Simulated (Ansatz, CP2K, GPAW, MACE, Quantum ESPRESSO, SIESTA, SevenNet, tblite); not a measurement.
# Quantum ESPRESSO runs on H-capped AlP nanocrystal (rod) (34 atoms), part 2 of 2

Wanted: Quantum ESPRESSO inputs and outputs for H-capped AlP nanocrystal (rod) (34 atoms), checked against a plane-wave reference.

Program: Quantum ESPRESSO 7.5; the method stands at each step. Banners, paths, timers and routine set-up lines are dropped from the logs unmarked, and long logs keep their key lines alone; longer cuts are marked.

So far. Step 2 (PBE, sssp-1.3.0-efficiency, 45/360 Ry): Forces lie 1.2 % from the reference's, at 27 times its CPU time (on 4 against 8 cores).

## Step 3: PBE, sg15-1.2, 80/320 Ry

Method: Kohn-Sham DFT, PBE, SG15 1.2 norm-conserving pseudopotentials, plane waves.

The pseudopotential files are exchanged too: ./pseudo now holds the set sg15-pbe-1.2.

pw.in

```
&control
  calculation = 'scf'
  pseudo_dir = './pseudo'
  outdir = './tmp'
  disk_io = 'none'
  tprnfor = .true.
/
&system
  ibrav = 0
  nat = 34
  ntyp = 3
  ecutwfc = 80
  ecutrho = 320
  nosym = .true.
  occupations = 'smearing'
  smearing = 'fd'
  degauss = 0.003675
/
&electrons
  conv_thr = 1.7e-07
  electron_maxstep = 100
  mixing_beta = 0.2
  mixing_mode = 'local-TF'
  diagonalization = 'david'
/
ATOMIC_SPECIES
P 30.974 P.upf
Al 26.982 Al.upf
H 1.008 H.upf
CELL_PARAMETERS angstrom
15.82930 0.00000 0.00000
0.00000 15.82930 0.00000
0.00000 0.00000 21.29230
ATOMIC_POSITIONS crystal
[... 34 atom lines left out: the same atoms as in the first run ...]
K_POINTS gamma
```

Launch:

```console
$ OMP_NUM_THREADS=1 mpirun -np 4 pw.x -in pw.in > output.txt
```

The log of the run:

```text
[banner, memory and clock lines left out]
Program PWSCF
     gamma-point specific algorithms are used
     bravais-lattice index     =            0
     lattice parameter (alat)  =      29.9130  a.u.
     unit-cell volume          =   36003.3239 (a.u.)^3
[... lines left out ...]
     number of electrons       =       118.00
[... lines left out ...]
     scf convergence threshold =      1.7E-07
[... lines left out ...]
     number of k points=     1  Fermi-Dirac smearing, width (Ry)=  0.0037
[... lines left out ...]
     total energy              =    -935.60976447 Ry
[... lines left out ...]
     total energy              =    -934.99159826 Ry
[... lines left out ...]
     total energy              =    -935.21392858 Ry
[... lines left out ...]
     total energy              =    -935.21254202 Ry
[... lines left out ...]
     total energy              =    -935.21254340 Ry
[... lines left out ...]
    -9.5363  -8.6529  -8.6101  -8.1945  -7.8254  -7.6944  -7.4507  -7.2187
    -6.9626  -6.6888  -6.6097  -6.5459  -6.3039  -6.2842  -6.1538  -5.8649
    -5.7448  -5.6055  -5.4451  -2.3329  -1.6397  -1.5135  -1.3189  -1.1124
    -1.0050  -0.7973  -0.7298  -0.5083  -0.4865  -0.4594  -0.3925
     the Fermi energy is    -4.1050 ev
!    total energy              =    -935.21254251 Ry
     estimated scf accuracy    <       0.00000012 Ry
     smearing contrib. (-TS)   =      -0.00000000 Ry
     internal energy E=F+TS    =    -935.21254251 Ry
     The total energy is F=E-TS. E is the sum of the following terms:
     one-electron contribution =   -2511.56457654 Ry
     hartree contribution      =    1178.37204249 Ry
     xc contribution           =    -129.16643204 Ry
     ewald contribution        =     527.14642357 Ry
     convergence has been achieved in  27 iterations
     Forces acting on atoms (cartesian axes, Ry/au):
     atom    1 type  1   force =    -0.00291321   -0.01802864   -0.01499366
     atom    2 type  1   force =     0.05333949   -0.07823301   -0.09889330
     atom    3 type  1   force =     0.00160502    0.00936975   -0.05096169
[...]
atom   33 type  3   force =    -0.02527981   -0.02789874    0.01746031
     atom   34 type  3   force =     0.02022363    0.01596598    0.00230026
     Total force =     0.330589     Total SCF correction =     0.000752
     Message from routine punch:
     Nothing written, as per user request (disk_io='none')
```

The job ended after 6.5 min (4 MPI ranks of Arm Neoverse V2, shared host; peak memory 3.4 GiB).

Compared with the plane-wave run:

| Property | Result |
| --- | --- |
| r.m.s. force component | 0.8416 eV/Å |
| r.m.s. difference of force components | 12.97 meV/Å |
| longest difference of force vectors | 47.9 meV/Å |
| force difference over r.m.s. force | 1.527 % |
| slope of forces against the reference's | 0.9912 |
| correlation of force components | 0.9999 |
| gap (highest filled to lowest empty level) | 3.112 eV |
| gap difference | 0.0381 eV |

Against the first run (1.2 %), the force difference from the reference is 1.5 %, at 1.3 times the CPU time.

## Step 4: PBE, sssp-1.3.0-efficiency, 45/360 Ry, cg

Method: Kohn-Sham DFT, PBE, SSSP efficiency 1.3.0 pseudopotentials, plane waves.

The pseudopotential files are exchanged too: ./pseudo now holds the set sssp-pbe-1.3.0-efficiency.

pw.in: that of step 3 with these lines changed.

```diff
@@ -11,4 +11,4 @@
   ntyp = 3
-  ecutwfc = 80
-  ecutrho = 320
+  ecutwfc = 45
+  ecutrho = 360
   nosym = .true.
@@ -23,3 +23,3 @@
   mixing_mode = 'local-TF'
-  diagonalization = 'david'
+  diagonalization = 'cg'
 /
```

The log of the run:

```text
[banner, memory and clock lines left out]
Program PWSCF
     gamma-point specific algorithms are used
[... lines left out ...]
     total energy              =    -346.84836406 Ry
[... lines left out ...]
     c_bands:  2 eigenvalues not converged
[... lines left out ...]
     c_bands:  1 eigenvalues not converged
[... lines left out ...]
     total energy              =    -346.85952198 Ry
[... lines left out ...]
     total energy              =    -346.85952201 Ry
[... lines left out ...]
     the Fermi energy is    -4.0926 ev
!    total energy              =    -346.85952205 Ry
[... lines left out ...]
     The total energy is F=E-TS. E is the sum of the following terms:
     one-electron contribution =    -565.56431627 Ry
     hartree contribution      =     288.52204147 Ry
     xc contribution           =     -56.72266813 Ry
     ewald contribution        =     195.10722029 Ry
     one-center paw contrib.   =    -208.20179941 Ry
     convergence has been achieved in  30 iterations
     negative rho (up, down):  3.930E-04 0.000E+00
     Forces acting on atoms (cartesian axes, Ry/au):
     atom    1 type  1   force =    -0.00206459   -0.01838893   -0.01528100
     atom    2 type  1   force =     0.05491618   -0.07971738   -0.10042127
     atom    3 type  1   force =     0.00113452    0.01048970   -0.05131098
[...]
atom   33 type  3   force =    -0.02607921   -0.02870260    0.01775308
     atom   34 type  3   force =     0.02097444    0.01669855    0.00244032
     Total force =     0.335294     Total SCF correction =     0.000294
     Message from routine punch:
     Nothing written, as per user request (disk_io='none')
```

It took 7.2 min on 4 MPI ranks; peak memory 7.8 GiB.

Against the reference:

```
r.m.s. force component                           : 0.8536 eV/Å
r.m.s. difference of force components            : 10.01 meV/Å
longest difference of force vectors              : 33.22 meV/Å
force difference over r.m.s. force               : 1.179 %
slope of forces against the reference's          : 1.005
correlation of force components                  : 1
gap (highest filled to lowest empty level) : 3.078 eV
gap difference                                   : 0.0037 eV
energy less the same-level run's                 : 0 meV/atom
r.m.s. force difference from the same-level run  : 0.327 meV/Å
```

Against the first run (1.2 %), the force difference from the reference is 1.2 %, at 1.5 times the CPU time: another solver or mixer reaches the same state.

## Step 5: Side by side

Differences are against the plane-wave reference, forces as r.m.s. over components; share is that over the reference's r.m.s. force, slope the least-squares factor from reference forces to these. Total energies of different programs have different zeros and aren't compared.

| run | Δ force, r.m.s. (meV/Å) | share (%) | slope | Δ gap (eV) | cores | CPU time | memory (GiB) |
| --- | --- | --- | --- | --- | --- | --- | --- |
| reference | - | - | - | - | 8 | 43 s | 2.6 |
| QE PBE, sssp-1.3.0-efficiency, 45/360 Ry | 10.1 | 1.19 | 1.005 | 0.0044 | 4 | 20 min | 7.7 |
| QE PBE, sg15-1.2, 80/320 Ry | 13.0 | 1.53 | 0.991 | 0.0381 | 4 | 26 min | 3.4 |
| QE PBE, sssp-1.3.0-efficiency, 45/360 Ry, cg | 10.0 | 1.18 | 1.005 | 0.0037 | 4 | 29 min | 7.8 |

CPU time is summed over cores on a shared host, where runs went side by side, so it is rough. Symmetry, cutoffs, thresholds, outputs and thread counts weren't matched or tuned between programs; memory under MPI is the largest rank's times the ranks.

Within one program, basis, potentials and functional, energies share a zero. Each run against its twin at the usual cutoff or grid and solver:

| run | twin | Δ energy (meV/atom) | Δ force, r.m.s. (meV/Å) | CPU time over the twin's |
| --- | --- | --- | --- | --- |
| QE PBE, sssp-1.3.0-efficiency, 45/360 Ry, cg | sssp-1.3.0-efficiency, 45/360 Ry | 0 | 0.327 | 1.5 |

## Step 6: Outcome

| Quantity | Value |
| --- | --- |
| nearest in forces | a tie at 1.2 % of 2 runs: QE PBE, sssp-1.3.0-efficiency, 45/360 Ry; QE PBE, sssp-1.3.0-efficiency, 45/360 Ry, cg |

In words: PBE on plane waves or a grid with other potentials, cutoffs or grids differs from the reference by 1.2 % (QE PBE, sssp-1.3.0-efficiency, 45/360 Ry, cg) to 1.5 % (QE PBE, sg15-1.2, 80/320 Ry) of the r.m.s. force; this holds the reference's own error, so differences of a few per cent don't tell which side is nearer the exact PBE result (QE's 45 Ry are 612 eV, against the reference's 420 eV). None of the electronic-structure runs in the table takes under half the reference's CPU time of 43 s; they take 27 to 40 times as much. At the same functional, gaps differ from the reference's 3.07 eV by between +0.00 and +0.04 eV. The potentials hold different valence shells: 70 electrons in the reference, 118 in Quantum ESPRESSO with SG15; this bears on time and differences. Caps of real hydrogen don't mimic the fractional bonds of a polar compound, so surface states and strained caps may belong to the model.

[Also dropped from logs without a mark: logging warnings of Python, and SIESTA's first energy breakdown and zero terms.]

[Logs are printed without paths, hosts, clocks, repeated set-up lines and the standing remarks that a program may print on its own settings, such as how far it seeks lower states.]

[Hosts, paths, dates, database ids (printed as entryN), source tags and the programs' standing remarks are cut or masked in the printed files.]
